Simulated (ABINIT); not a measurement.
**A GW chain in ABINIT: CuI (Marshite)**

How does a plane-wave GW calculation on CuI (Marshite) run from the first input to the gap?

Program: ABINIT 10.8.3. Level of theory: PBE and many-body steps on it, plane waves. Values are calculated unless marked as measured.

The database entry behind the starting cell differs from other determinations of this structure, so it need not match the best structure at room temperature.

In doubt: a PseudoDojo file used here is known to give poor structures and forces, which bears on pressures, cells, forces and phonons.

## Step 1: Starting point

Symmetry: F-43m, No. 216, cubic system. The conventional cell has a = 6.063 Å, b = 6.063 Å, c = 6.063 Å, α = 90.00°, β = 90.00°, γ = 90.00°. Cu has 4 I at 2.63 Å nearest. I has 4 Cu at 2.63 Å nearest. Farther neighbours, and contacts between anions beyond the nearest, are not listed.

The cell and positions come from the Crystallography Open Database and are kept as given unless a step says otherwise.

## Step 2: Ground state

This step: ABINIT 10.8.3; DFT, PBE, plane waves, norm-conserving pseudopotentials.

The ground-state density comes first.

run.abi reads:

```
acell 3*1.0 Angstrom
rprim 
  0.000000000000 3.031500000000 3.031500000000
  3.031500000000 -0.000000000000 3.031500000000
  3.031500000000 3.031500000000 0.000000000000
ntypat 2
znucl 29 53
natom 2
typat 1 2
xred 
  0.250000000000 0.250000000000 0.250000000000
  0.000000000000 0.000000000000 0.000000000000
pp_dirpath "pseudos"
pseudos "Cu.upf, I.upf"
ecut 42
ngkpt 6 6 6
nshiftk 1
shiftk 0 0 0
kptopt 1
chksymbreak 0
nband 18
occopt 1
tolvrs 1e-10
nstep 60
prtwf 0
optforces 0
optstress 0
indata_prefix "in"
outdata_prefix "out"
tmpdata_prefix "tmp"
```

Command:

```sh
> OMP_NUM_THREADS=1 mpirun -n 8 abinit run.abi > log
```

The log of the run:

```text
.Version 10.8.3 of ABINIT. v10.8.2 released Aug 2026.

 Symmetries : space group F-4 3 m (#216); Bravais cF (face-center cubic)
================================================================================
 Values of the parameters that define the memory need of the present run
     intxc =       0    ionmov =       0      iscf =       7    lmnmax =       6
     lnmax =       6     mgfft =      48  mpssoang =       3    mqgrid =    3001
     natom =       2  nloc_mem =       1    nspden =       1   nspinor =       1
    nsppol =       1      nsym =      24    n1xccc =    2501    ntypat =       2
    occopt =       1   xclevel =       2
-    mband =          18        mffmem =           1         mkmem =           2
       mpw =        4897          nfft =      110592          nkpt =          16
================================================================================
  Rough estimation (10% accuracy) of disk space for files :
================================================================================

--------------------------------------------------------------------------------
------------- Echo of variables that govern the present computation ------------
--------------------------------------------------------------------------------
 -outvars: echo values of preprocessed input variables --------
            acell      1.8897261259E+00  1.8897261259E+00  1.8897261259E+00 Bohr

      chksymbreak           0
             ecut      4.20000000E+01 Hartree
-          fftalg         312

              ixc     -101130
              kpt      0.00000000E+00  0.00000000E+00  0.00000000E+00
                       1.66666667E-01  0.00000000E+00  0.00000000E+00
                       3.33333333E-01  0.00000000E+00  0.00000000E+00
                       5.00000000E-01  0.00000000E+00  0.00000000E+00
                       1.66666667E-01  1.66666667E-01  0.00000000E+00
                       3.33333333E-01  1.66666667E-01  0.00000000E+00
                       5.00000000E-01  1.66666667E-01  0.00000000E+00
                      -3.33333333E-01  1.66666667E-01  0.00000000E+00
                      -1.66666667E-01  1.66666667E-01  0.00000000E+00
   [... 5 further rows ...]
                      -3.33333333E-01  3.33333333E-01  1.66666667E-01
                      -3.33333333E-01  5.00000000E-01  1.66666667E-01
         kptrlatt        6    0    0      0    6    0      0    0    6
          kptrlen      4.86096717E+01
P           mkmem           2
            natom           2
            nband          18
            ngfft          48      48      48
             nkpt          16
            nstep          60
             nsym          24
           ntypat           2
              occ      2.000000  2.000000  2.000000  2.000000  2.000000  2.000000
                       2.000000  2.000000  2.000000  2.000000  2.000000  2.000000
                       2.000000  0.000000  0.000000  0.000000  0.000000  0.000000
        optforces           0
        optstress           0
            prtwf           0
            rprim      0.0000000000E+00  3.0315000000E+00  3.0315000000E+00
[...]
spgroup         216

           tolvrs      1.00000000E-10

             xred      2.5000000000E-01  2.5000000000E-01  2.5000000000E-01
[...]
znucl       29.00000   53.00000

================================================================================

 chkinp: Checking input parameters for consistency.

================================================================================
== DATASET  1 ==================================================================
-   mpi_nproc: 8, omp_nthreads: 1 (-1 if OMP is not activated)

--- !DatasetInfo
iteration_state: {dtset: 1, }
dimensions: {natom: 2, nkpt: 16, mband: 18, nsppol: 1, nspinor: 1, nspden: 1, mpw: 4897, }
cutoff_energies: {ecut:  42.0, pawecutdg:  -1.0, }
electrons: {nelect:   2.60000000E+01, charge:   0.00000000E+00, occopt:   1.00000000E+00, tsmear:   1.00000000E-02, }

 Real(R)+Recip(G) space primitive vectors, cartesian coordinates (Bohr,Bohr^-1):
 R(1)=  0.0000000  5.7287048  5.7287048  G(1)= -0.0872798  0.0872798  0.0872798
 R(2)=  5.7287048  0.0000000  5.7287048  G(2)=  0.0872798 -0.0872798  0.0872798
 R(3)=  5.7287048  5.7287048  0.0000000  G(3)=  0.0872798  0.0872798 -0.0872798
 Unit cell volume ucvol=  3.7600993E+02 bohr^3
 Angles (23,13,12)=  6.00000000E+01  6.00000000E+01  6.00000000E+01 degrees

 getcut: wavevector=  0.0000  0.0000  0.0000  ngfft=  48  48  48
         ecut(hartree)=     42.000   => boxcut(ratio)=   2.03086

--- Pseudopotential description ------------------------------------------------
- Cu Generated using ONCVPSP code by D. R. Hamann
- 29.00000  19.00000  171031                  znucl, zion, pspdat
12 -101130 2 -1 1492                          pspcod,pspxc,lmax,lloc,mmax
     nproj     2     2     2
  pspatm : epsatm=   21.66068635
         --- l  ekb(1:nproj) -->
[...]
pspatm: atomic psp has been read  and splines computed

- I Generated using ONCVPSP code by D. R. Hamann
- 53.00000   7.00000  171031                  znucl, zion, pspdat
12 -101130 2 -1 1196                          pspcod,pspxc,lmax,lloc,mmax
     nproj     2     2     2
  pspatm : epsatm=   19.17056757
         --- l  ekb(1:nproj) -->
[...]
2    4.134838    0.711910
 pspatm: atomic psp has been read  and splines computed

   1.06161260E+03                                ecore*ucvol(ha*bohr**3)
--------------------------------------------------------------------------------

_setup2: Arith. and geom. avg. npw (full set) are    4887.671    4887.663

================================================================================

--- !BeginCycle
iteration_state: {dtset: 1, }
solver: {iscf: 7, nstep: 60, nline: 4, wfoptalg: 0, }
tolerances: {tolvrs: 1.00E-10, }

     iter   Etot(hartree)      deltaE(h)  residm     vres2
 ETOT  1  -198.49932499269    -1.985E+02 2.197E-01 1.428E+04
 ETOT  2  -198.62838877951    -1.291E-01 1.416E-01 2.812E+04
 ETOT  3  -201.85821648741    -3.230E+00 3.329E-02 5.168E+03
 ETOT  4  -202.28168608485    -4.235E-01 1.171E-01 1.994E+03
 ETOT  5  -202.45053120802    -1.688E-01 2.533E-03 7.482E+02
 ETOT  6  -202.51508045913    -6.455E-02 6.536E-04 2.857E+02
 ETOT  7  -202.55301032748    -3.793E-02 6.418E-04 3.088E+01
 ETOT  8  -202.55456500006    -1.555E-03 1.987E-01 1.990E+01
 ETOT  9  -202.55759561681    -3.031E-03 1.776E-02 4.280E-01
 ETOT 10  -202.55765731972    -6.170E-05 1.450E-04 3.819E-03
 ETOT 11  -202.55765777924    -4.595E-07 1.649E-05 1.349E-03
 ETOT 12  -202.55765802563    -2.464E-07 3.672E-06 7.583E-06
 ETOT 13  -202.55765802693    -1.297E-09 3.106E-07 5.036E-07
 ETOT 14  -202.55765802699    -6.722E-11 5.726E-07 2.429E-07
 ETOT 15  -202.55765802704    -4.806E-11 4.875E-08 1.304E-10
 ETOT 16  -202.55765802703     1.427E-11 9.699E-08 2.870E-11

 At SCF step   16       vres2   =  2.87E-11 < tolvrs=  1.00E-10 =>converged.

--- !ResultsGS
iteration_state: {dtset: 1, }
comment   : Summary of ground state results
lattice_vectors:
- [  0.0000000,   5.7287048,   5.7287048, ]
- [  5.7287048,  -0.0000000,   5.7287048, ]
- [  5.7287048,   5.7287048,   0.0000000, ]
lattice_lengths: [   8.10161,    8.10161,    8.10161, ]
lattice_angles: [ 60.000,  60.000,  60.000, ] # degrees, (23, 13, 12)
lattice_volume:   3.7600993E+02
convergence: {deltae:  1.427E-11, res2:  2.870E-11, residm:  9.699E-08, diffor:  0.000E+00, }
etotal    :  -2.02557658E+02
entropy   :   0.00000000E+00
fermie    :   1.43174079E-01
cartesian_stress_tensor: null
pressure_GPa: null
xred      :
- [  2.5000E-01,   2.5000E-01,   2.5000E-01, Cu]
- [  0.0000E+00,   0.0000E+00,   0.0000E+00,  I]
cartesian_forces: null
force_length_stats: {min: null, max: null, mean: null, }

 Integrated electronic density in atomic spheres:
 ------------------------------------------------
 Atom  Sphere_radius  Integrated_density
    1        2.00000         17.36540554
    2        2.00000          2.86755521
================================================================================

 ----iterations are completed or convergence reached----

 Mean square residual over all n,k,spin=   33.817E-11; max=  96.988E-09
 reduced coordinates (array xred) for    2 atoms
       0.250000      0.250000      0.250000
       0.000000      0.000000      0.000000
 rms dE/dt=  0.0000E+00; max dE/dt=  0.0000E+00; dE/dt below (all hartree)
    1       0.000000      0.000000      0.000000
    2       0.000000      0.000000      0.000000

 cartesian coordinates (angstrom) at end:
    1      1.515750     1.515750     1.515750
    2      0.000000     0.000000     0.000000
 length scales=  1.889726  1.889726  1.889726 bohr
              =  1.000000  1.000000  1.000000 angstroms
 prteigrs : about to open file out_EIG
 Fermi (or HOMO) energy (hartree) =   0.14317   Average Vxc (hartree)=  -0.33457
 Eigenvalues (hartree) for nkpt=  16  k points:
 kpt#   1, nband= 18, wtk=  0.00463, kpt=  0.0000  0.0000  0.0000 (reduced coord)
  -3.95427   -2.38976   -2.38976   -2.38976   -0.37361    0.00854    0.00854    0.00854
   0.07568    0.07568    0.14317    0.14317    0.14317    0.18334    0.32176    0.32176
   0.32176    0.44822
 prteigrs : prtvol=0 or 1, do not print more k-points.

--- !EnergyTerms
iteration_state     : {dtset: 1, }
comment             : Components of total free energy in Hartree
kinetic             :  9.066078E+01
hartree             :  9.192203E+01
xc                  : -2.734888E+01
Ewald energy        : -9.134300E+01
psp_core            :  2.823363E+00
local_psp           : -2.375412E+02
non_local_psp       : -3.173074E+01
total_energy        : -2.025577E+02
total_energy_eV     : -5.511875E+03
band_energy         : -2.214648E+01

== END DATASET(S) ==============================================================
================================================================================

 -outvars: echo values of variables after computation  --------
           etotal     -2.0255765803E+02
            nband          18
             nkpt          16
          spgroup         216
 [... the other variables as echoed above ...]

 Calculation completed.
```

Run time: 10 s. Hardware: 8 MPI ranks of Arm Neoverse V2, shared host; peak memory 0.67 GiB.

This step gave:

* total energy: -5511.8747 eV
* gap: 1.093 eV
* k of the valence top: 0, 0, 0
* k of the conduction bottom: 0, 0, 0
* least direct gap: 1.093 eV

The gap is direct, at Γ.

[end of part 1 of 3]

[Long decimals in the printed logs are rounded to 6 places.]

[Logs are printed without paths, hosts, clocks, repeated set-up lines and the standing remarks that a program may print on its own settings, such as how far it seeks lower states.]

[Paths, hosts, dates, memory and timing lines, banners, echoed tables and standing remarks are left out of the program output; an Ansatz launch command may be rebuilt from the run's recorded settings. Measured values are a selection of at most five: reports struck by readers or far from the other reports are left out. None is set beside runs whose start may be inverted or whose files or cutoffs have a known fault.]

[Runs of the session that timed out or met a known fault of the program may be left out.]

[Hosts, paths, dates, database ids (printed as entryN), source tags and the programs' standing remarks are cut or masked in the printed files.]

[G0W0 gaps are taken among the corrected bands and points alone; a level outside them can change the order at an edge.]

[Where Ansatz stands beside ABINIT at settings called matched, ABINIT's density can come from a denser mesh and the files from another edition; pairs whose starting gaps differed by over 0.03 eV were left out, so agreement reads better than it is.]
